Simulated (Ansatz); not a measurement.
# Work function of fcc Ca face by face (PBE)

Does the work function of Ca follow how densely a face is packed?

All values are computed: Ansatz 0.2.0, PBE, plane waves, scalar-relativistic unless marked; slabs or sheets with vacuum, the vacuum level from the planar mean of the electrostatic potential.

| face | atoms in the slab | top-layer atoms per Å² | work function (eV) |
| --- | --- | --- | --- |
| (211) | 16 | 0.026 | 2.77 |
| (110) | 8 | 0.045 | 2.82 |
| (100) | 4 | 0.064 | 2.75 |

The densest face listed is -0.02 eV against the most open one. The difference is within the scatter of thin slabs and meshes, so no order can be read.

The slabs are 1×1 cuts on the parent's lattice, 8.1 to 16.6 Å between the outer relaxed layers.
